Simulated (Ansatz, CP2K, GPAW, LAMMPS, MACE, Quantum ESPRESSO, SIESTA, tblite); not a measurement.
## Amorphous Ge (61 atoms) in CP2K

Aim: run amorphous Ge (61 atoms) in CP2K and see how near its forces come to a plane-wave reference, and at what cost.

Program: CP2K 2026.2. Level of theory: the method is named at each step. Results are calculated unless marked as measured.

## (1) The structure

The cell holds 61 atoms: 61 Ge. Cell: a = 11.512 Å, b = 11.512 Å, c = 11.512 Å, α = 90.0°, β = 90.0°, γ = 90.0°. 61 atoms (61 Ge) placed at random at 4.82 g/cm³, melted at 3500 K for 10 ps at fixed volume with the Tersoff potential (Tersoff, Phys. Rev. B 39, 5566 (1989)). Quenched from 3500 K to 100 K at 5 K/ps and fixed volume, held 5 ps, then minimised at fixed cell.

The yardstick, on the same geometry:

```
method                 : Kohn-Sham DFT, PBE, PAW, plane waves (Ansatz 0.2.0); cutoff 420 eV, Γ point, fermi-dirac smearing of 0.05 eV; PAW set soft_2
r.m.s. force component : 0.2389 eV/Å
longest force          : 1.21 eV/Å
pressure               : 0.5764 GPa
SCF cycles             : 10
time                   : 16 s on 8 threads of Arm Neoverse V1, shared host
CPU time               : 2 min
```

## (2) PBE, DZVP-UZH, 350/50 Ry, diagonalisation

Method: Kohn-Sham DFT, PBE, GTH-PBE pseudopotentials, Gaussian and plane waves, DZVP-MOLOPT (UZH set), diagonalisation.

Contents of input.inp:

```
&GLOBAL
  PROJECT cell
  RUN_TYPE ENERGY_FORCE
  PRINT_LEVEL LOW
&END GLOBAL
&FORCE_EVAL
  METHOD QS
  STRESS_TENSOR ANALYTICAL
  &DFT
    BASIS_SET_FILE_NAME BASIS_MOLOPT_UZH
    POTENTIAL_FILE_NAME POTENTIAL_UZH
    &MGRID
      CUTOFF 350
      REL_CUTOFF 50
    &END MGRID
    &QS
      EPS_DEFAULT 1.0E-12
    &END QS
    &SCF
      SCF_GUESS ATOMIC
      EPS_SCF 1.0E-06
      MAX_SCF 200
      ADDED_MOS 27
      &DIAGONALIZATION
        ALGORITHM STANDARD
      &END DIAGONALIZATION
      &SMEAR ON
        METHOD FERMI_DIRAC
        ELECTRONIC_TEMPERATURE [K] 580
      &END SMEAR
      &MIXING
        METHOD BROYDEN_MIXING
        ALPHA 0.15
        NBROYDEN 8
      &END MIXING
      &PRINT
        &RESTART OFF
        &END RESTART
      &END PRINT
    &END SCF
    &XC
      &XC_FUNCTIONAL PBE
      &END XC_FUNCTIONAL
    &END XC
    &PRINT
      &MULLIKEN ON
      &END MULLIKEN
      &HIRSHFELD ON
        SHAPE_FUNCTION DENSITY
      &END HIRSHFELD
      &MO ON
        EIGENVALUES T
        OCCUPATION_NUMBERS T
        MO_INDEX_RANGE 111 134
        &EACH
          QS_SCF 0
        &END EACH
        ADD_LAST NUMERIC
      &END MO
    &END PRINT
  &END DFT
  &SUBSYS
    &CELL
      A 11.51210 0.00000 0.00000
      B 0.00000 11.51210 0.00000
      C 0.00000 0.00000 11.51210
    &END CELL
    &COORD
      SCALED
      Ge 0.61375 0.27767 0.05761
      Ge 0.20804 0.95453 0.23365
      Ge 0.99885 0.97291 0.27892
      Ge 0.62929 0.26978 0.72823
      Ge 0.19287 0.96700 0.58210
      Ge 0.40559 0.48708 0.26146
      Ge 0.90153 0.17218 0.56666
      Ge 0.57874 0.22414 0.38823
      Ge 0.89280 0.69759 0.66155
      Ge 0.76708 0.43131 0.77615
      Ge 0.66442 0.14943 0.89674
      Ge 0.99766 0.18479 0.75885
      Ge 0.32267 0.11894 0.91490
      Ge 0.39387 0.68786 0.50384
      Ge 0.28000 0.30886 0.20601
      Ge 0.49004 0.86676 0.42429
      Ge 0.13914 0.53512 0.87851
      Ge 0.57803 0.43769 0.37355
      Ge 0.44020 0.66749 0.14591
      Ge 0.97592 0.38732 0.83240
      Ge 0.98782 0.98098 0.49261
      Ge 0.41400 0.79556 0.82418
      Ge 0.68478 0.14912 0.55931
      Ge 0.39748 0.30133 0.01673
      Ge 0.98806 0.17604 0.06397
      Ge 0.78031 0.72407 0.30180
      Ge 0.87524 0.07918 0.91094
      Ge 0.44784 0.39105 0.69421
      Ge 0.23591 0.58424 0.36741
      Ge 0.94185 0.38384 0.51444
      Ge 0.83189 0.82825 0.50072
      Ge 0.61359 0.86697 0.75694
      Ge 0.77401 0.75266 0.83857
      Ge 0.10113 0.45716 0.20910
      Ge 0.88316 0.16291 0.24540
      Ge 0.20800 0.13993 0.72060
      Ge 0.28616 0.30066 0.58620
      Ge 0.74841 0.44510 0.07318
      Ge 0.47304 0.62499 0.94000
      Ge 0.67120 0.14189 0.21070
      Ge 0.95478 0.38370 0.04318
      Ge 0.58250 0.80134 0.23987
      Ge 0.36213 0.21063 0.39795
      Ge 0.78529 0.52487 0.59044
      Ge 0.26854 0.77559 0.65966
      Ge 0.14253 0.46757 0.54279
      Ge 0.63215 0.95601 0.10107
      Ge 0.08264 0.64350 0.08080
      Ge 0.75353 0.50866 0.27661
      Ge 0.92182 0.37440 0.31003
      Ge 0.31925 0.00190 0.40871
      Ge 0.68258 0.57554 0.91488
      Ge 0.24044 0.73992 0.19283
      Ge 0.64852 0.93385 0.55868
      Ge 0.81677 0.88852 0.99920
      Ge 0.35384 0.46194 0.88019
[... 1 atom lines left out ...]
      Ge 0.92685 0.79876 0.15968
      Ge 0.19751 0.12596 0.09701
      Ge 0.50615 0.99373 0.91795
      Ge 0.10786 0.63201 0.68839
    &END COORD
    &KIND Ge
      BASIS_SET DZVP-MOLOPT-PBE-GTH-q4
      POTENTIAL GTH-PBE-q4
    &END KIND
  &END SUBSYS
  &PRINT
    &FORCES ON
    &END FORCES
    &STRESS_TENSOR ON
    &END STRESS_TENSOR
  &END PRINT
&END FORCE_EVAL
```

On the command line:

```console
$ OMP_NUM_THREADS=2 cp2k.psmp -i input.inp > output.txt
```

Numbers of over 12 decimals in the logs are rounded to 6 here.

Log:

```text
CP2K| version string:                                       CP2K version 2026.2
 CP2K| Input file name                                                 input.inp
 GLOBAL| Basis set file name                                    BASIS_MOLOPT_UZH
 GLOBAL| Potential file name                                       POTENTIAL_UZH
 GLOBAL| Run type                                                   ENERGY_FORCE
 GLOBAL| Total number of message passing processes                             1
 GLOBAL| Number of threads for this process                                    2
 TOTAL NUMBERS AND MAXIMUM NUMBERS
  Total number of            - Atomic kinds:                                   1
                             - Atoms:                                         61
                             - Shell sets:                                    61
                             - Shells:                                       305
                             - Primitive Cartesian functions:                244
                             - Cartesian basis functions:                    854
                             - Spherical basis functions:                    793
  Maximum angular momentum of the orbital basis functions:                     2
 SCF PARAMETERS         Density guess:                                    ATOMIC
                        max_scf:                                             200
                        eps_scf:                                        1.00E-06
                        added MOs                                        27    0
                        Mixing method:                            BROYDEN_MIXING
                                                charge density mixing in g-space
                        Smear method:                                FERMI_DIRAC
                        Electronic temperature [K]:                        580.0
                        Electronic temperature [a.u.]:                  1.84E-03
                        Accuracy threshold:                             1.00E-10
 Extrapolation method: initial_guess
 Number of electrons:                                                        244
 Number of occupied orbitals:                                                122
 Number of molecular orbitals:                                               149
 Number of orbital functions:                                                793
 Number of independent orbital functions:                                    793
 SCF WAVEFUNCTION OPTIMIZATION
  Step     Update method      Time    Convergence         Total energy    Change
     1 NoMix/Diag. 0.15E+00    2.8     0.42285688      -242.3221667361 -2.42E+02
     2 Broy./Diag. 0.15E+00    3.7     0.02899910      -238.0983865568  4.22E+00
     3 Broy./Diag. 0.15E+00    3.7     0.10339682      -238.2796445775 -1.81E-01
     4 Broy./Diag. 0.15E+00    3.7     0.05564233      -239.1209302547 -8.41E-01
[...]
19 Broy./Diag. 0.15E+00    3.9     0.00000145      -239.1769087486  3.18E-05
    20 Broy./Diag. 0.15E+00    3.9     0.00000021      -239.1769021241  6.62E-06
  *** SCF run converged in    20 steps ***
  Electronic density on regular grids:       -243.9999999999        0.0000000001
  Core density on regular grids:              243.9999999991       -0.0000000009
  Total charge density on r-space grids:       -0.0000000008
  Total charge density g-space grids:          -0.0000000008
  Overlap energy of the core charge distribution:               2.77504e-07
  Self energy of the core charge distribution:               -509.442073
  Core Hamiltonian energy:                                    118.939451
  Hartree energy:                                             221.881776
  Exchange-correlation energy:                                -70.551642
  Electronic entropic energy:                                  -0.00441404
  Fermi energy:                                                 0.131156
  Total energy:                                              -239.176902
  Total energy (extrapolated to T->0):                       -239.174695
 MO| EIGENVALUES AND OCCUPATION NUMBERS
 MO|
 MO|  Index      Eigenvalue [a.u.]        Eigenvalue [eV]             Occupation
 MO|    111               0.091862               2.499702               2.000000
 MO|    112               0.092513               2.517401               2.000000
 MO|    113               0.094246               2.564565               2.000000
[...]
MO|    133               0.173772               4.728571               0.000000
 MO|    134               0.176770               4.810145               0.000000
 MO| Sum:                                                             244.000000
 MO| E(Fermi):            0.131156 a.u.          3.568937 eV
 !-----------------------------------------------------------------------------!
                     Mulliken Population Analysis
 #  Atom  Element  Kind  Atomic population                           Net charge
       1     Ge       1          3.998483                              0.001517
       2     Ge       1          3.968151                              0.031849
       3     Ge       1          4.067510                             -0.067510
[...]
60     Ge       1          4.036749                             -0.036749
      61     Ge       1          3.994951                              0.005049
 # Total charge                            244.000000                  0.000000
 !-----------------------------------------------------------------------------!
 !-----------------------------------------------------------------------------!
                           Hirshfeld Charges
  #Atom  Element  Kind  Ref Charge     Population                    Net charge
      1       Ge     1       4.000          4.007                        -0.007
      2       Ge     1       4.000          4.022                        -0.022
      3       Ge     1       4.000          4.001                        -0.001
[...]
60       Ge     1       4.000          4.013                        -0.013
     61       Ge     1       4.000          4.006                        -0.006
  Total Charge                                                           -0.000
 !-----------------------------------------------------------------------------!
 ENERGY| Total FORCE_EVAL ( QS ) energy [hartree]           -239.176906
 FORCES| Atomic forces [hartree/bohr]
 FORCES|   Atom     x               y               z               |f|
 FORCES|      1 -3.09205742E-03  7.61593270E-03 -1.27686527E-03   8.31827115E-03
 FORCES|      2 -1.70716373E-03 -2.63621902E-03 -3.84414155E-03   4.96401884E-03
 FORCES|      3 -1.36142612E-03 -6.57801562E-03  1.12210515E-03   6.81049855E-03
[...]
FORCES|     60  4.21856642E-03 -1.40617142E-03  4.87371299E-03   6.59747672E-03
 FORCES|     61 -4.80226661E-03  3.54483882E-03  6.32408241E-04   6.00229848E-03
 FORCES| Sum     4.73297749E-08  1.42603427E-08  1.36290623E-07
 FORCES| Total atomic force                                       1.44977926E-07
 STRESS| Analytical stress tensor [bar]
 STRESS|                        x                   y                   z
 STRESS|      x       -1.22857882688E+04   1.38785981308E+04  -3.30564422474E+03
 STRESS|      y        1.38785981308E+04   8.85624805724E+03  -8.29578584853E+03
 STRESS|      z       -3.30564422474E+03  -8.29578584853E+03   3.49091225778E+04
 STRESS| 1/3 Trace                                             1.04931941221E+04
```

The job ended after 88 s (2 threads of Arm Neoverse V1, shared host; peak memory 1.8 GiB).

Banners, paths, timers and routine set-up lines are dropped from the logs unmarked, and long logs keep their key lines alone; longer cuts are marked.

Numbers from this run, and their distance from the reference:

| Quantity | Value |
| --- | --- |
| r.m.s. force component | 0.2393 eV/Å |
| r.m.s. difference of force components | 28.37 meV/Å |
| longest difference of force vectors | 136 meV/Å |
| force difference over r.m.s. force | 11.87 % |
| slope of forces against the reference's | 0.9946 |
| correlation of force components | 0.993 |
| pressure | 1.049 GPa |
| pressure difference | 0.4729 GPa |

The surroundings of Ge60, which has 5 bonded neighbours where the commonest count for Ge is 4, nearest first, numbered as they follow in the input and with coordinates relative to it.

```tsv
atom	x	y	z	distance (Å)	bonds	Hirshfeld charge (e)	Fx	Fy	Fz (eV/Å)
Ge60	0.00	0.00	0.00	0.00	5	-0.01	0.22	-0.07	0.25
Ge13	-2.11	1.44	-0.04	2.56	4	0.01	-0.09	0.02	-0.17
Ge11	1.82	1.79	-0.24	2.57	4	-0.01	0.01	-0.05	-0.45
Ge47	1.45	-0.43	2.11	2.60	4	0.01	-0.22	-0.12	-0.10
Ge32	1.24	-1.46	-1.85	2.66	4	0.00	-1.15	-0.26	0.22
Ge22	-1.06	-2.28	-1.08	2.74	4	0.01	0.57	0.32	-0.77
Ge1	1.24	3.27	1.61	3.85	4	-0.01	-0.16	0.39	-0.07
Ge55	3.58	-1.21	0.94	3.89	4	0.00	0.27	0.18	0.14
Ge24	-1.25	3.54	1.14	3.92	4	0.01	0.25	-0.20	0.06
```

Forces lie 12 % from the reference's, at 1.3 times its CPU time (on 2 against 8 cores).

## (3) PBE, SZV-MOLOPT-SR, 350/50 Ry, diagonalisation

Method: Kohn-Sham DFT, PBE, GTH-PBE pseudopotentials, Gaussian and plane waves, SZV-MOLOPT-SR-GTH, diagonalisation.

input.inp, as its differences from that of step 2:

```diff
@@ -9,4 +9,4 @@
   &DFT
-    BASIS_SET_FILE_NAME BASIS_MOLOPT_UZH
-    POTENTIAL_FILE_NAME POTENTIAL_UZH
+    BASIS_SET_FILE_NAME BASIS_MOLOPT
+    POTENTIAL_FILE_NAME GTH_POTENTIALS
     &MGRID
@@ -67,8 +67,8 @@
     &END CELL
-    &COORD
-      SCALED
-[... 61 atom lines left out: the same atoms as in the first run ...]
-    &END COORD
+    &TOPOLOGY
+      COORD_FILE_NAME structure.xyz
+      COORD_FILE_FORMAT XYZ
+    &END TOPOLOGY
     &KIND Ge
-      BASIS_SET DZVP-MOLOPT-PBE-GTH-q4
+      BASIS_SET SZV-MOLOPT-SR-GTH-q4
       POTENTIAL GTH-PBE-q4
```

Contents of structure.xyz:

```xyz
61

Ge 7.06555 3.19656 0.66321
Ge 2.39498 10.98864 2.68980
Ge 11.49886 11.20024 3.21095
Ge 7.24445 3.10573 8.38346
Ge 2.22034 11.13220 6.70119
Ge 4.66919 5.60731 3.00995
Ge 10.37850 1.98215 6.52345
Ge 6.66251 2.58032 4.46934
Ge 10.27800 8.03073 7.61583
Ge 8.83070 4.96528 8.93512
Ge 7.64887 1.72025 10.32336
Ge 11.48516 2.12732 8.73596
Ge 3.71461 1.36925 10.53242
Ge 4.53427 7.91871 5.80026
Ge 3.22339 3.55563 2.37161
Ge 5.64139 9.97823 4.88447
Ge 1.60179 6.16035 10.11349
Ge 6.65434 5.03873 4.30034
Ge 5.06763 7.68421 1.67973
Ge 11.23489 4.45887 9.58267
[... 37 atom lines left out ...]
Ge 10.66999 9.19540 1.83825
Ge 2.27375 1.45006 1.11679
Ge 5.82685 11.43992 10.56753
Ge 1.24170 7.27576 7.92481
```

On the command line:

```console
$ OMP_NUM_THREADS=1 cp2k.psmp -i input.inp > output.txt
```

Log:

```text
CP2K| version string:                                       CP2K version 2026.2
 CP2K| Input file name                                                 input.inp
 GLOBAL| Basis set file name                                        BASIS_MOLOPT
 GLOBAL| Potential file name                                      GTH_POTENTIALS
 GLOBAL| Run type                                                   ENERGY_FORCE
 GLOBAL| Total number of message passing processes                             1
 GLOBAL| Number of threads for this process                                    1
 TOTAL NUMBERS AND MAXIMUM NUMBERS
  Total number of            - Atomic kinds:                                   1
                             - Atoms:                                         61
[... lines left out ...]
                        Smear method:                                FERMI_DIRAC
[... lines left out ...]
 Number of electrons:                                                        244
[... lines left out ...]
  Step     Update method      Time    Convergence         Total energy    Change
[... lines left out ...]
  *** SCF run converged in    20 steps ***
[... lines left out ...]
  Fermi energy:                                                 0.188465
  Total energy:                                              -236.694851
  Total energy (extrapolated to T->0):                       -236.692352
[... lines left out ...]
 MO| E(Fermi):            0.188465 a.u.          5.128390 eV
[... lines left out ...]
 !-----------------------------------------------------------------------------!
 !-----------------------------------------------------------------------------!
                           Hirshfeld Charges
  #Atom  Element  Kind  Ref Charge     Population                    Net charge
      1       Ge     1       4.000          4.016                        -0.016
      2       Ge     1       4.000          4.021                        -0.021
      3       Ge     1       4.000          4.000                        -0.000
[...]
60       Ge     1       4.000          4.001                        -0.001
     61       Ge     1       4.000          4.000                        -0.000
  Total Charge                                                           -0.000
 !-----------------------------------------------------------------------------!
 ENERGY| Total FORCE_EVAL ( QS ) energy [hartree]           -236.694888
 FORCES| Atomic forces [hartree/bohr]
 FORCES|   Atom     x               y               z               |f|
 FORCES|      1  1.20870280E-03 -7.54462866E-04 -3.65471532E-03   3.92264206E-03
 FORCES|      2 -7.20734064E-03  2.08785232E-03 -1.62128791E-03   7.67681320E-03
 FORCES|      3  3.99562625E-03 -4.17059060E-03  1.05887729E-02   1.20615491E-02
[...]
FORCES|     60  1.57229714E-02 -8.15214563E-04  7.40669423E-03   1.73992967E-02
 FORCES|     61 -1.40364996E-04  4.91558708E-03  2.91702230E-03   5.71766716E-03
 FORCES| Sum    -5.21611813E-07 -1.01246373E-06  1.40269618E-06
 FORCES| Total atomic force                                       1.80685314E-06
 STRESS| Analytical stress tensor [bar]
 STRESS|                        x                   y                   z
 STRESS|      x       -7.45559058005E+04   2.30845644698E+04  -6.87674675304E+03
 STRESS|      y        2.30845644698E+04  -4.07746821055E+04  -1.97017266074E+04
 STRESS|      z       -6.87674675304E+03  -1.97017266074E+04  -9.04133224220E+03
 STRESS| 1/3 Trace                                            -4.14573067161E+04
```

It took 75 s on 1 thread; peak memory 1.7 GiB.

Compared with the plane-wave run:

```yaml
r_m_s_force_component: 0.3761 eV/Å
r_m_s_difference_of_force_components: 292.9 meV/Å
longest_difference_of_force_vectors: 1182 meV/Å
force_difference_over_r_m_s_force: 122.6 %
slope_of_forces_against_the_reference_s: 0.9875
correlation_of_force_components: 0.6273
pressure: -4.146 GPa
pressure_difference: -4.722 GPa
```

This is a coarse setting, run to see what it loses.

Against the first run (12 %), the force difference from the reference is 123 %, at 0.47 times the CPU time (on 1 against 2 cores), with 244 basis functions against 793; this set comes with other potentials too, so the change isn't the basis's alone.

[end of part 1 of 3]

[Also dropped from logs without a mark: logging warnings of Python, and SIESTA's first energy breakdown and zero terms.]

[Logs are printed without paths, hosts, clocks, repeated set-up lines and the standing remarks that a program may print on its own settings, such as how far it seeks lower states.]

[Hosts, paths, dates, database ids (printed as entryN), source tags and the programs' standing remarks are cut or masked in the printed files.]
